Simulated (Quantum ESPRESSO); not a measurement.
# MnS: a ladder in cutoff, mesh and threshold together

Two starts of MnS are run at each rung of cutoff, mesh and threshold together.

Main program and level: Quantum ESPRESSO 7.5; PBEsol with U = 4 eV on Mn d (ortho-atomic projectors); plane waves with GBRV 1.5 PBEsol potentials, no spin-orbit coupling (settings of the first rung).

Most raw output is cut from this account.

The database entry behind the starting cell differs from later determinations by our own check (an axis about 0.2 % short against later determinations), so it need not match the best structure at ambient conditions.

## 1. Set-up

It takes space group Fm-3m (No. 225, cubic). Conventional cell: a = 5.209 Å, b = 5.209 Å, c = 5.209 Å, α = 90.00°, β = 90.00°, γ = 90.00°. Nearest to Mn lie 6 S at 2.60 Å. Nearest to S lie 6 Mn at 2.60 Å. Farther neighbours and most contacts between anions are not listed.

The cell comes from the Crystallography Open Database.

## 2. Rung 1, start ferro +

Input file pw.in:

```
&CONTROL
  calculation = 'scf'
  prefix = 'pwscf'
  outdir = './tmp'
  pseudo_dir = './pseudo'
  disk_io = 'nowf'
  tprnfor = .true.
  tstress = .true.
/
&SYSTEM
  ibrav = 0
  celldm(1) = 8
  nat = 2
  ntyp = 2
  ecutwfc = 22
  ecutrho = 154
  nbnd = 19
  occupations = 'smearing'
  smearing = 'fd'
  degauss = 0.00367493
  nspin = 2
  starting_magnetization(1) = 0.3
  starting_magnetization(2) = 0
/
&ELECTRONS
  conv_thr = 2d-06
  electron_maxstep = 150
  mixing_beta = 0.3
/
ATOMIC_SPECIES
Mn     54.9380 mn_pbesol_v1.5.uspp.F.UPF
S      32.0600 s_pbesol_v1.4.uspp.F.UPF
CELL_PARAMETERS alat
   0.0000000000000    0.6152239614485    0.6152239614485
   0.6152239614485    0.0000000000000    0.6152239614485
   0.6152239614485    0.6152239614485    0.0000000000000
ATOMIC_POSITIONS crystal
Mn      0.0000000000    0.0000000000    0.0000000000
S       0.5000000000    0.5000000000    0.5000000000
K_POINTS automatic
4 4 4 0 0 0
HUBBARD {ortho-atomic}
U Mn-3d 4.0000
```

Run with:

```
OMP_NUM_THREADS=1 mpirun -n 2 pw.x -nk 2 -in pw.in > pw.out
```

It took 3 s on 2 MPI ranks of Arm Neoverse V1, shared host; peak memory 0.13 GiB.

Spin moment in the atom's sphere by atom:

```tsv
atom	spin moment in the atom's sphere (μB)
Mn1	4.50
S2	0.13
```

This step gave:

* magnetization: 5 μB
* final state: ferromagnetic

## 3. Rung 1, start antiferro q=(0,1/2,1/2) +-

The wavevector q is in fractions of the reciprocal vectors of the crystal's primitive cell, as the cells of these inputs are built from it; moments change sign between cells as cos(2π q·R).

Input file pw.in:

```
&CONTROL
  calculation = 'scf'
  prefix = 'pwscf'
  outdir = './tmp'
  pseudo_dir = './pseudo'
  disk_io = 'nowf'
  tprnfor = .true.
  tstress = .true.
/
&SYSTEM
  ibrav = 0
  celldm(1) = 8
  nat = 4
  ntyp = 3
  ecutwfc = 22
  ecutrho = 154
  nbnd = 30
  occupations = 'smearing'
  smearing = 'fd'
  degauss = 0.00367493
  nspin = 2
  starting_magnetization(1) = 0.3
  starting_magnetization(2) = -0.3
  starting_magnetization(3) = 0
/
&ELECTRONS
  conv_thr = 4d-06
  electron_maxstep = 150
  mixing_beta = 0.3
/
ATOMIC_SPECIES
Mn1    54.9380 mn_pbesol_v1.5.uspp.F.UPF
Mn2    54.9380 mn_pbesol_v1.5.uspp.F.UPF
S      32.0600 s_pbesol_v1.4.uspp.F.UPF
CELL_PARAMETERS alat
   0.0000000000000    0.6152239614485    0.6152239614485
   1.2304479228970    0.0000000000000    1.2304479228970
   1.2304479228970    0.6152239614485    0.6152239614485
ATOMIC_POSITIONS crystal
Mn1     0.0000000000    0.0000000000    0.0000000000
Mn2     0.0000000000    0.5000000000    0.0000000000
S       0.5000000000    0.0000000000    0.5000000000
S       0.5000000000    0.5000000000    0.5000000000
K_POINTS automatic
4 2 4 0 0 0
HUBBARD {ortho-atomic}
U Mn1-3d 4.0000
U Mn2-3d 4.0000
```

The job ended after 12 s (2 MPI ranks; peak memory 0.18 GiB).

Spin moment in the atom's sphere by atom:

```tsv
atom	spin moment in the atom's sphere (μB)
Mn1	4.47
Mn2	-4.47
S3	-0.04
S4	0.04
```

Read from the output:

| Quantity | Value |
| --- | --- |
| magnetization | 0 μB |
| final state | antiferromagnetic |

## 4. Rung 2, start ferro +

Input file pw.in:

```
&CONTROL
  calculation = 'scf'
  prefix = 'pwscf'
  outdir = './tmp'
  pseudo_dir = './pseudo'
  disk_io = 'nowf'
  tprnfor = .true.
  tstress = .true.
/
&SYSTEM
  ibrav = 0
  celldm(1) = 8
  nat = 2
  ntyp = 2
  ecutwfc = 30
  ecutrho = 210
  nbnd = 19
  occupations = 'smearing'
  smearing = 'fd'
  degauss = 0.00367493
  nspin = 2
  starting_magnetization(1) = 0.3
  starting_magnetization(2) = 0
/
&ELECTRONS
  conv_thr = 2d-07
  electron_maxstep = 150
  mixing_beta = 0.3
/
ATOMIC_SPECIES
Mn     54.9380 mn_pbesol_v1.5.uspp.F.UPF
S      32.0600 s_pbesol_v1.4.uspp.F.UPF
CELL_PARAMETERS alat
   0.0000000000000    0.6152239614485    0.6152239614485
   0.6152239614485    0.0000000000000    0.6152239614485
   0.6152239614485    0.6152239614485    0.0000000000000
ATOMIC_POSITIONS crystal
Mn      0.0000000000    0.0000000000    0.0000000000
S       0.5000000000    0.5000000000    0.5000000000
K_POINTS automatic
4 4 4 0 0 0
HUBBARD {ortho-atomic}
U Mn-3d 4.0000
```

Elapsed: 4.1 s, on 2 MPI ranks; peak memory 0.15 GiB; 8.2 s of CPU time.

This step gave:

| Property | Result |
| --- | --- |
| magnetization | 5 μB |
| final state | ferromagnetic |
| largest moment | 4.494 μB |

## 5. Rung 2, start antiferro q=(0,1/2,1/2) +-

Input file pw.in:

```
&CONTROL
  calculation = 'scf'
  prefix = 'pwscf'
  outdir = './tmp'
  pseudo_dir = './pseudo'
  disk_io = 'nowf'
  tprnfor = .true.
  tstress = .true.
/
&SYSTEM
  ibrav = 0
  celldm(1) = 8
  nat = 4
  ntyp = 3
  ecutwfc = 30
  ecutrho = 210
  nbnd = 30
  occupations = 'smearing'
  smearing = 'fd'
  degauss = 0.00367493
  nspin = 2
  starting_magnetization(1) = 0.3
  starting_magnetization(2) = -0.3
  starting_magnetization(3) = 0
/
&ELECTRONS
  conv_thr = 4d-07
  electron_maxstep = 150
  mixing_beta = 0.3
/
ATOMIC_SPECIES
Mn1    54.9380 mn_pbesol_v1.5.uspp.F.UPF
Mn2    54.9380 mn_pbesol_v1.5.uspp.F.UPF
S      32.0600 s_pbesol_v1.4.uspp.F.UPF
CELL_PARAMETERS alat
   0.0000000000000    0.6152239614485    0.6152239614485
   1.2304479228970    0.0000000000000    1.2304479228970
   1.2304479228970    0.6152239614485    0.6152239614485
ATOMIC_POSITIONS crystal
Mn1     0.0000000000    0.0000000000    0.0000000000
Mn2     0.0000000000    0.5000000000    0.0000000000
S       0.5000000000    0.0000000000    0.5000000000
S       0.5000000000    0.5000000000    0.5000000000
K_POINTS automatic
4 2 4 0 0 0
HUBBARD {ortho-atomic}
U Mn1-3d 4.0000
U Mn2-3d 4.0000
```

It took 18 s on 2 MPI ranks; peak memory 0.24 GiB.

This step gave:

| Quantity | Value |
| --- | --- |
| magnetization | 0 μB |
| final state | antiferromagnetic |
| largest moment | 4.471 μB |

## 6. Rung 3, start ferro +

Input file pw.in:

```
&CONTROL
  calculation = 'scf'
  prefix = 'pwscf'
  outdir = './tmp'
  pseudo_dir = './pseudo'
  disk_io = 'nowf'
  tprnfor = .true.
  tstress = .true.
/
&SYSTEM
  ibrav = 0
  celldm(1) = 8
  nat = 2
  ntyp = 2
  ecutwfc = 40
  ecutrho = 280
  nbnd = 19
  occupations = 'smearing'
  smearing = 'fd'
  degauss = 0.00367493
  nspin = 2
  starting_magnetization(1) = 0.3
  starting_magnetization(2) = 0
/
&ELECTRONS
  conv_thr = 4d-09
  electron_maxstep = 150
  mixing_beta = 0.3
/
ATOMIC_SPECIES
Mn     54.9380 mn_pbesol_v1.5.uspp.F.UPF
S      32.0600 s_pbesol_v1.4.uspp.F.UPF
CELL_PARAMETERS alat
   0.0000000000000    0.6152239614485    0.6152239614485
   0.6152239614485    0.0000000000000    0.6152239614485
   0.6152239614485    0.6152239614485    0.0000000000000
ATOMIC_POSITIONS crystal
Mn      0.0000000000    0.0000000000    0.0000000000
S       0.5000000000    0.5000000000    0.5000000000
K_POINTS automatic
8 8 8 0 0 0
HUBBARD {ortho-atomic}
U Mn-3d 4.0000
```

Wall time 15 s (2 MPI ranks); peak memory 0.2 GiB.

Read from the output:

```
magnetization  : 5 μB
final state    : ferromagnetic
largest moment : 4.498 μB
```

## 7. Rung 3, start antiferro q=(0,1/2,1/2) +-

Input file pw.in:

```
&CONTROL
  calculation = 'scf'
  prefix = 'pwscf'
  outdir = './tmp'
  pseudo_dir = './pseudo'
  disk_io = 'nowf'
  tprnfor = .true.
  tstress = .true.
/
&SYSTEM
  ibrav = 0
  celldm(1) = 8
  nat = 4
  ntyp = 3
  ecutwfc = 40
  ecutrho = 280
  nbnd = 30
  occupations = 'smearing'
  smearing = 'fd'
  degauss = 0.00367493
  nspin = 2
  starting_magnetization(1) = 0.3
  starting_magnetization(2) = -0.3
  starting_magnetization(3) = 0
/
&ELECTRONS
  conv_thr = 8d-09
  electron_maxstep = 150
  mixing_beta = 0.3
/
ATOMIC_SPECIES
Mn1    54.9380 mn_pbesol_v1.5.uspp.F.UPF
Mn2    54.9380 mn_pbesol_v1.5.uspp.F.UPF
S      32.0600 s_pbesol_v1.4.uspp.F.UPF
CELL_PARAMETERS alat
   0.0000000000000    0.6152239614485    0.6152239614485
   1.2304479228970    0.0000000000000    1.2304479228970
   1.2304479228970    0.6152239614485    0.6152239614485
ATOMIC_POSITIONS crystal
Mn1     0.0000000000    0.0000000000    0.0000000000
Mn2     0.0000000000    0.5000000000    0.0000000000
S       0.5000000000    0.0000000000    0.5000000000
S       0.5000000000    0.5000000000    0.5000000000
K_POINTS automatic
8 4 8 0 0 0
HUBBARD {ortho-atomic}
U Mn1-3d 4.0000
U Mn2-3d 4.0000
```

The job ended after 2 min (2 MPI ranks; peak memory 0.39 GiB).

Read from the output:

```
magnetization  : 0 μB
final state    : antiferromagnetic
largest moment : 4.475 μB
```

## 8. Rung 4, start ferro +

Input file pw.in:

```
&CONTROL
  calculation = 'scf'
  prefix = 'pwscf'
  outdir = './tmp'
  pseudo_dir = './pseudo'
  disk_io = 'nowf'
  tprnfor = .true.
  tstress = .true.
/
&SYSTEM
  ibrav = 0
  celldm(1) = 8
  nat = 2
  ntyp = 2
  ecutwfc = 52
  ecutrho = 364
  nbnd = 19
  occupations = 'smearing'
  smearing = 'fd'
  degauss = 0.00367493
  nspin = 2
  starting_magnetization(1) = 0.3
  starting_magnetization(2) = 0
/
&ELECTRONS
  conv_thr = 2d-10
  electron_maxstep = 150
  mixing_beta = 0.3
/
ATOMIC_SPECIES
Mn     54.9380 mn_pbesol_v1.5.uspp.F.UPF
S      32.0600 s_pbesol_v1.4.uspp.F.UPF
CELL_PARAMETERS alat
   0.0000000000000    0.6152239614485    0.6152239614485
   0.6152239614485    0.0000000000000    0.6152239614485
   0.6152239614485    0.6152239614485    0.0000000000000
ATOMIC_POSITIONS crystal
Mn      0.0000000000    0.0000000000    0.0000000000
S       0.5000000000    0.5000000000    0.5000000000
K_POINTS automatic
10 10 10 0 0 0
HUBBARD {ortho-atomic}
U Mn-3d 4.0000
```

It took 30 s on 2 MPI ranks; peak memory 0.26 GiB; 59 s of CPU time.

This step gave:

| Quantity | Value |
| --- | --- |
| magnetization | 5 μB |
| final state | ferromagnetic |
| largest moment | 4.499 μB |

## 9. Rung 4, start antiferro q=(0,1/2,1/2) +-

Input file pw.in:

```
&CONTROL
  calculation = 'scf'
  prefix = 'pwscf'
  outdir = './tmp'
  pseudo_dir = './pseudo'
  disk_io = 'nowf'
  tprnfor = .true.
  tstress = .true.
/
&SYSTEM
  ibrav = 0
  celldm(1) = 8
  nat = 4
  ntyp = 3
  ecutwfc = 52
  ecutrho = 364
  nbnd = 30
  occupations = 'smearing'
  smearing = 'fd'
  degauss = 0.00367493
  nspin = 2
  starting_magnetization(1) = 0.3
  starting_magnetization(2) = -0.3
  starting_magnetization(3) = 0
/
&ELECTRONS
  conv_thr = 4d-10
  electron_maxstep = 150
  mixing_beta = 0.3
/
ATOMIC_SPECIES
Mn1    54.9380 mn_pbesol_v1.5.uspp.F.UPF
Mn2    54.9380 mn_pbesol_v1.5.uspp.F.UPF
S      32.0600 s_pbesol_v1.4.uspp.F.UPF
CELL_PARAMETERS alat
   0.0000000000000    0.6152239614485    0.6152239614485
   1.2304479228970    0.0000000000000    1.2304479228970
   1.2304479228970    0.6152239614485    0.6152239614485
ATOMIC_POSITIONS crystal
Mn1     0.0000000000    0.0000000000    0.0000000000
Mn2     0.0000000000    0.5000000000    0.0000000000
S       0.5000000000    0.0000000000    0.5000000000
S       0.5000000000    0.5000000000    0.5000000000
K_POINTS automatic
10 5 10 0 0 0
HUBBARD {ortho-atomic}
U Mn1-3d 4.0000
U Mn2-3d 4.0000
```

Elapsed: 4.4 min, on 2 MPI ranks; peak memory 0.62 GiB; 8.9 min of CPU time.

This step gave:

| Property | Result |
| --- | --- |
| magnetization | 0 μB |
| final state | antiferromagnetic |
| largest moment | 4.476 μB |

## 10. An input with a fault

As a test, an input with a fault in it is run.

Input file pw.in:

```
&CONTROL
  calculation = 'scf'
  prefix = 'pwscf'
  outdir = './tmp'
  pseudo_dir = './pseudo'
  disk_io = 'nowf'
  tprnfor = .true.
  tstress = .true.
/
&SYSTEM
  ibrav = 0
  nat = 2
  ntyp = 2
  ecutwfc = 40
  ecutrho = 280
  nbnd = 19
  occupations = 'smearing'
  smearing = 'fd'
  degauss = 0.00367493
  nspin = 2
  starting_magnetization(1) = 0.3
  starting_magnetization(2) = 0
/
&ELECTRONS
  conv_thr = 4d-09
  electron_maxstep = 50
  mixing_beta = 1.5
  mixing_ndim = 1
/
ATOMIC_SPECIES
Mn     54.9380 mn_pbesol_v1.5.uspp.F.UPF
S      32.0600 s_pbesol_v1.4.uspp.F.UPF
CELL_PARAMETERS angstrom
   0.0000000000    2.6045000000    2.6045000000
   2.6045000000    0.0000000000    2.6045000000
   2.6045000000    2.6045000000    0.0000000000
ATOMIC_POSITIONS crystal
Mn      0.0000000000    0.0000000000    0.0000000000
S       0.5000000000    0.5000000000    0.5000000000
K_POINTS automatic
10 10 10 0 0 0
HUBBARD {ortho-atomic}
U Mn-3d 4.0000
```

The job ended after 3.9 min (2 MPI ranks; peak memory 0.21 GiB).

Residual by cycle:

cycle, log10 residual and a bar from the least value:
```
        1        0.8 ###
        5        1.7 ###########
       10        0.4 
       14        2.3 #################
       19        3.5 ############################
       23        3.6 #############################
       28        3.6 #############################
       32        3.6 #############################
       37        3.6 ##############################
       41        3.7 ##############################
       46        3.6 #############################
       50        3.7 ##############################
```

The run stopped without converging, so none of its numbers is a property of the system.

After 50 cycles the residual stands at 4890, against 2480 at cycle 26 and a least value of 0.74. The cap of 50 cycles in the input ended the loop.

The fault put into the input: mixing far too strong.

## 11. The rungs together

Ladder, by row:

```tsv
rung	cutoff (eV)	mesh	state from the first start	state from the second start	second less first (meV a seeded atom)	moment, first (μB)	moment, second (μB)	CPU time (s)
1	299	4x4x4	ferromagnetic	antiferromagnetic	-12.43	4.495	4.472	30.32
2	408	4x4x4	ferromagnetic	antiferromagnetic	-15.02	4.494	4.471	43.1
3	544	8x8x8	ferromagnetic	antiferromagnetic	-17.48	4.498	4.475	274.7
4	707	10x10x10	ferromagnetic	antiferromagnetic	-17.39	4.499	4.476	592.4
```

## 12. What came out

| Item | Value |
| --- | --- |
| range of the largest moment, first start | 4.49 to 4.50 μB; second start 4.47 to 4.48 μB |
| range of CPU time | 30 s to 9.9 min |
| range of the energy difference | -17.5 to -12.4 meV a seeded atom |
| first rung that agrees with the last (margins below) | 3 |

From rung 3 on the states are those of the last rung, the moments stay within 0.05 μB of it and the difference within 1 meV; rung 3 took 46 % of its CPU time.

[Logs and program files are shortened in this print: banners, set-up blocks, solver, clock and traceback lines can be left out without a mark of their own.]

[Logs are printed without paths, hosts, clocks, repeated set-up lines and the standing remarks that a program may print on its own settings, such as how far it seeks lower states.]

[Hosts, paths, dates, database ids (printed as entryN), source tags and the programs' standing remarks are cut or masked in the printed files.]

[Where a cell is said to come from a database of computed structures, the database is the Materials Project.]
